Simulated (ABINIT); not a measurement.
## Quasiparticle gap of LuBi2O4Cl (P4/mmm) in ABINIT

Wanted: ground state, empty states, screening and self-energy for LuBi2O4Cl (P4/mmm).

Calculated with ABINIT 10.8.3; PBEsol and many-body steps on it, plane waves.

### Step 1. The structure

It takes space group P4/mmm (No. 123, tetragonal). Conventional cell: a = 3.823 Å, b = 3.823 Å, c = 8.856 Å, α = 90.00°, β = 90.00°, γ = 90.00°. Nearest to Lu lie 8 O at 2.34 Å. Bi has 4 O at 2.23 Å nearest. Nearest to Cl lie 8 Bi at 3.33 Å. Nearest to O lie 2 Bi at 2.23 Å and 2 Lu at 2.34 Å. Farther neighbours, and contacts between anions beyond the nearest, are not listed.

The cell and positions come from the Crystallography Open Database and are kept as given unless a step says otherwise.

### Step 2. Ground state

This step: ABINIT 10.8.3; DFT, PBEsol, plane waves, norm-conserving pseudopotentials.

The ground-state density comes first.

Contents of run.abi:

```
acell 3*1.0 Angstrom
rprim 
  3.823200000000 0.000000000000 0.000000000000
  0.000000000000 3.823200000000 0.000000000000
  0.000000000000 0.000000000000 8.856000000000
ntypat 4
znucl 71 83 17 8
natom 8
typat 1 2 2 3 4 4 4 4
xred 
  0.000000000000 0.000000000000 0.000000000000
  0.500000000000 0.500000000000 0.719300000000
  0.500000000000 0.500000000000 0.280700000000
  0.000000000000 0.000000000000 0.500000000000
  0.500000000000 0.000000000000 0.848000000000
  0.000000000000 0.500000000000 0.848000000000
  0.500000000000 0.000000000000 0.152000000000
  0.000000000000 0.500000000000 0.152000000000
pp_dirpath "pseudos"
pseudos "Lu.upf, Bi.upf, Cl.upf, O.upf"
ecut 46
ngkpt 4 4 2
nshiftk 1
shiftk 0 0 0
kptopt 1
chksymbreak 0
nband 51
occopt 1
tolvrs 1e-08
nstep 60
prtwf 0
optforces 0
optstress 0
indata_prefix "in"
outdata_prefix "out"
tmpdata_prefix "tmp"
```

Started as:

```sh
> OMP_NUM_THREADS=1 mpirun -n 8 abinit run.abi > log
```

Log:

```text
.Version 10.8.3 of ABINIT. v10.8.2 released Aug 2026.

 Symmetries : space group P4/m m m (#123); Bravais tP (primitive tetrag.)
================================================================================
 Values of the parameters that define the memory need of the present run
     intxc =       0    ionmov =       0      iscf =       7    lmnmax =       8
     lnmax =       8     mgfft =     108  mpssoang =       4    mqgrid =    5110
     natom =       8  nloc_mem =       1    nspden =       1   nspinor =       1
    nsppol =       1      nsym =      16    n1xccc =    2501    ntypat =       4
    occopt =       1   xclevel =       2
-    mband =          51        mffmem =           1         mkmem =           2
       mpw =       13036          nfft =      248832          nkpt =          12
================================================================================
  Rough estimation (10% accuracy) of disk space for files :
================================================================================

--------------------------------------------------------------------------------
------------- Echo of variables that govern the present computation ------------
--------------------------------------------------------------------------------
 -outvars: echo values of preprocessed input variables --------
            acell      1.8897261259E+00  1.8897261259E+00  1.8897261259E+00 Bohr

      chksymbreak           0
             ecut      4.60000000E+01 Hartree
-          fftalg         312

              ixc     -116133
              kpt      0.00000000E+00  0.00000000E+00  0.00000000E+00
                       2.50000000E-01  0.00000000E+00  0.00000000E+00
                       5.00000000E-01  0.00000000E+00  0.00000000E+00
                       2.50000000E-01  2.50000000E-01  0.00000000E+00
                       5.00000000E-01  2.50000000E-01  0.00000000E+00
                       5.00000000E-01  5.00000000E-01  0.00000000E+00
                       0.00000000E+00  0.00000000E+00  5.00000000E-01
                       2.50000000E-01  0.00000000E+00  5.00000000E-01
                       5.00000000E-01  0.00000000E+00  5.00000000E-01
                       2.50000000E-01  2.50000000E-01  5.00000000E-01
                       5.00000000E-01  2.50000000E-01  5.00000000E-01
[...]
kptrlatt        4    0    0      0    4    0      0    0    2
          kptrlen      2.88992037E+01
P           mkmem           2
            natom           8
            nband          51
            ngfft          48      48     108
             nkpt          12
            nstep          60
             nsym          16
           ntypat           4
              occ      2.000000  2.000000  2.000000  2.000000  2.000000  2.000000
                       2.000000  2.000000  2.000000  2.000000  2.000000  2.000000
                       2.000000  2.000000  2.000000  2.000000  2.000000  2.000000
                       2.000000  2.000000  2.000000  2.000000  2.000000  2.000000
                       2.000000  2.000000  2.000000  2.000000  2.000000  2.000000
                       2.000000  2.000000  2.000000  2.000000  2.000000  2.000000
                       2.000000  2.000000  2.000000  2.000000  2.000000  2.000000
                       2.000000  0.000000  0.000000  0.000000  0.000000  0.000000
[...]
optforces           0
        optstress           0
            prtwf           0
            rprim      3.8232000000E+00  0.0000000000E+00  0.0000000000E+00
[...]
spgroup         123

           tolvrs      1.00000000E-08

             xred      0.0000000000E+00  0.0000000000E+00  0.0000000000E+00
[...]
znucl       71.00000   83.00000   17.00000    8.00000

================================================================================

 chkinp: Checking input parameters for consistency.

================================================================================
== DATASET  1 ==================================================================
-   mpi_nproc: 8, omp_nthreads: 1 (-1 if OMP is not activated)
-    --> not optimal distribution: autoparal keyword recommended in input file <--

--- !DatasetInfo
iteration_state: {dtset: 1, }
dimensions: {natom: 8, nkpt: 12, mband: 51, nsppol: 1, nspinor: 1, nspden: 1, mpw: 13036, }
cutoff_energies: {ecut:  46.0, pawecutdg:  -1.0, }
electrons: {nelect:   8.60000000E+01, charge:   0.00000000E+00, occopt:   1.00000000E+00, tsmear:   1.00000000E-02, }

 Real(R)+Recip(G) space primitive vectors, cartesian coordinates (Bohr,Bohr^-1):
 R(1)=  7.2248009  0.0000000  0.0000000  G(1)=  0.1384121  0.0000000  0.0000000
 R(2)=  0.0000000  7.2248009  0.0000000  G(2)=  0.0000000  0.1384121  0.0000000
 R(3)=  0.0000000  0.0000000 16.7354146  G(3)=  0.0000000  0.0000000  0.0597535
 Unit cell volume ucvol=  8.7355096E+02 bohr^3
 Angles (23,13,12)=  9.00000000E+01  9.00000000E+01  9.00000000E+01 degrees

 getcut: wavevector=  0.0000  0.0000  0.0000  ngfft=  48  48 108
         ecut(hartree)=     46.000   => boxcut(ratio)=   2.11370

--- Pseudopotential description ------------------------------------------------
- Lu Generated using ONCVPSP code by D. R. Hamann
- 71.00000  25.00000  180301                  znucl, zion, pspdat
[...]
pspatm : epsatm=    8.95520293
         --- l  ekb(1:nproj) -->
[...]
pspatm: atomic psp has been read  and splines computed

- O Generated using ONCVPSP code by D. R. Hamann
-  8.00000   6.00000  180301                  znucl, zion, pspdat
12 -116133 2 -1 936                           pspcod,pspxc,lmax,lloc,mmax
     nproj     2     2     1     0
  pspatm : epsatm=    6.22910120
         --- l  ekb(1:nproj) -->
[...]
2   -1.335834
 pspatm: atomic psp has been read  and splines computed

   1.36637563E+04                                ecore*ucvol(ha*bohr**3)
--------------------------------------------------------------------------------

_setup2: Arith. and geom. avg. npw (full set) are   13014.344   13014.320

================================================================================

--- !BeginCycle
iteration_state: {dtset: 1, }
solver: {iscf: 7, nstep: 60, nline: 4, wfoptalg: 0, }
tolerances: {tolvrs: 1.00E-08, }

     iter   Etot(hartree)      deltaE(h)  residm     vres2
 ETOT  1  -429.08714612976    -4.291E+02 8.821E-02 8.148E+05
 ETOT  2  -293.00649691458     1.361E+02 6.366E-01 3.878E+06
 ETOT  3  -451.54751171497    -1.585E+02 4.892E-01 7.813E+05
 ETOT  4  -477.94505684982    -2.640E+01 2.223E-01 3.064E+05
 ETOT  5  -478.81609319919    -8.710E-01 2.849E-02 3.039E+05
 ETOT  6  -467.01780621797     1.180E+01 2.760E-02 7.641E+05
 ETOT  7  -489.96591864060    -2.295E+01 2.316E-02 6.283E+04
 ETOT  8  -480.57030324378     9.396E+00 5.276E-03 3.462E+05
 ETOT  9  -491.17171925506    -1.060E+01 7.197E-03 3.603E+04
 ETOT 10  -492.63958993066    -1.468E+00 5.051E-02 4.552E+03
[...]
ETOT 22  -492.88752671940    -1.055E-08 1.661E-02 1.035E-05
 ETOT 23  -492.88752672013    -7.298E-10 2.885E-03 9.051E-07
 ETOT 24  -492.88752672017    -3.865E-11 2.701E-03 8.133E-08
 ETOT 25  -492.88752672019    -2.535E-11 4.247E-03 3.326E-08
 ETOT 26  -492.88752672016     2.888E-11 2.058E-03 1.393E-10

 At SCF step   26       vres2   =  1.39E-10 < tolvrs=  1.00E-08 =>converged.

--- !ResultsGS
iteration_state: {dtset: 1, }
comment   : Summary of ground state results
lattice_vectors:
- [  7.2248009,   0.0000000,   0.0000000, ]
- [  0.0000000,   7.2248009,   0.0000000, ]
- [  0.0000000,   0.0000000,  16.7354146, ]
lattice_lengths: [   7.22480,    7.22480,   16.73541, ]
lattice_angles: [ 90.000,  90.000,  90.000, ] # degrees, (23, 13, 12)
lattice_volume:   8.7355096E+02
convergence: {deltae:  2.888E-11, res2:  1.393E-10, residm:  2.058E-03, diffor:  0.000E+00, }
etotal    :  -4.92887527E+02
entropy   :   0.00000000E+00
fermie    :   1.97315017E-01
cartesian_stress_tensor: null
pressure_GPa: null
xred      :
- [  0.0000E+00,   0.0000E+00,   0.0000E+00, Lu]
- [  5.0000E-01,   5.0000E-01,   7.1930E-01, Bi]
- [  5.0000E-01,   5.0000E-01,   2.8070E-01, Bi]
- [  0.0000E+00,   0.0000E+00,   5.0000E-01, Cl]
- [  5.0000E-01,   0.0000E+00,   8.4800E-01,  O]
- [  0.0000E+00,   5.0000E-01,   8.4800E-01,  O]
- [  5.0000E-01,   0.0000E+00,   1.5200E-01,  O]
- [  0.0000E+00,   5.0000E-01,   1.5200E-01,  O]
cartesian_forces: null
force_length_stats: {min: null, max: null, mean: null, }

 Integrated electronic density in atomic spheres:
 ------------------------------------------------
 Atom  Sphere_radius  Integrated_density
[...]
================================================================================

 ----iterations are completed or convergence reached----

 Mean square residual over all n,k,spin=   74.177E-07; max=  20.578E-04
 reduced coordinates (array xred) for    8 atoms
[...]
0.500000      0.000000      0.848000
       0.000000      0.500000      0.848000
       0.500000      0.000000      0.152000
       0.000000      0.500000      0.152000
 rms dE/dt=  0.0000E+00; max dE/dt=  0.0000E+00; dE/dt below (all hartree)
    1       0.000000      0.000000      0.000000
    2       0.000000      0.000000      0.000000
    3       0.000000      0.000000      0.000000
    4       0.000000      0.000000      0.000000
    5       0.000000      0.000000      0.000000
    6       0.000000      0.000000      0.000000
    7       0.000000      0.000000      0.000000
    8       0.000000      0.000000      0.000000

 cartesian coordinates (angstrom) at end:
    1      0.000000     0.000000     0.000000
    2      1.911600     1.911600     6.370121
    3      1.911600     1.911600     2.485879
    4      0.000000     0.000000     4.428000
    5      1.911600     0.000000     7.509888
    6      0.000000     1.911600     7.509888
    7      1.911600     0.000000     1.346112
    8      0.000000     1.911600     1.346112
 length scales=  1.889726  1.889726  1.889726 bohr
              =  1.000000  1.000000  1.000000 angstroms
 prteigrs : about to open file out_EIG
 Fermi (or HOMO) energy (hartree) =   0.19732   Average Vxc (hartree)=  -0.41037
 Eigenvalues (hartree) for nkpt=  12  k points:
 kpt#   1, nband= 51, wtk=  0.03125, kpt=  0.0000  0.0000  0.0000 (reduced coord)
  -1.77844   -0.70813   -0.70173   -0.70173   -0.61969   -0.61950   -0.61318   -0.61251
  -0.61251   -0.61234   -0.61234   -0.61231   -0.60904   -0.60902   -0.48130   -0.45582
  -0.39328   -0.37955   -0.33139   -0.12484   -0.11568    0.02842    0.02842    0.03569
   0.03569    0.08620    0.08635    0.10587    0.10587    0.10747    0.10828    0.11298
   0.11428    0.11428    0.11590    0.12402    0.12402    0.14451    0.14451    0.16771
   0.16834    0.16834    0.18318    0.23734    0.33804    0.39153    0.39153    0.39440
   0.41563    0.41911    0.43091
 prteigrs : prtvol=0 or 1, do not print more k-points.

--- !EnergyTerms
iteration_state     : {dtset: 1, }
comment             : Components of total free energy in Hartree
kinetic             :  2.824761E+02
hartree             :  1.923316E+02
xc                  : -1.009177E+02
Ewald energy        : -2.725991E+02
psp_core            :  1.564162E+01
local_psp           : -5.169284E+02
non_local_psp       : -9.289168E+01
total_energy        : -4.928875E+02
total_energy_eV     : -1.341215E+04
band_energy         : -2.003045E+01

== END DATASET(S) ==============================================================
================================================================================

 -outvars: echo values of variables after computation  --------
           etotal     -4.9288752672E+02
            nband          51
             nkpt          12
          spgroup         123
 [... the other variables as echoed above ...]

 Calculation completed.
```

It took 3.6 min on 8 MPI ranks of Arm Neoverse N1, shared host; peak memory 1.2 GiB; 28 min of CPU time.

This step gave:

* total energy: -13412.1529 eV
* gap: 1.089 eV
* k of the valence top: 0.5, 0.5, 0
* k of the conduction bottom: 0, 0, 0
* least direct gap: 1.474 eV

The gap is indirect, with the least direct gap 0.38 eV higher.

(Part 1 of 3 ends here.)

[Long decimals in the printed logs are rounded to 6 places.]

[Logs are printed without paths, hosts, clocks, repeated set-up lines and the standing remarks that a program may print on its own settings, such as how far it seeks lower states.]

[Paths, hosts, dates, memory and timing lines, banners, echoed tables and standing remarks are left out of the program output; an Ansatz launch command may be rebuilt from the run's recorded settings. Measured values are a selection of at most five: reports struck by readers or far from the other reports are left out. None is set beside runs whose start may be inverted or whose files or cutoffs have a known fault.]

[Runs of the session that timed out or met a known fault of the program may be left out.]

[Hosts, paths, dates, database ids (printed as entryN), source tags and the programs' standing remarks are cut or masked in the printed files.]

[G0W0 gaps are taken among the corrected bands and points alone; a level outside them can change the order at an edge.]

[Where Ansatz stands beside ABINIT at settings called matched, ABINIT's density can come from a denser mesh and the files from another edition; pairs whose starting gaps differed by over 0.03 eV were left out, so agreement reads better than it is.]
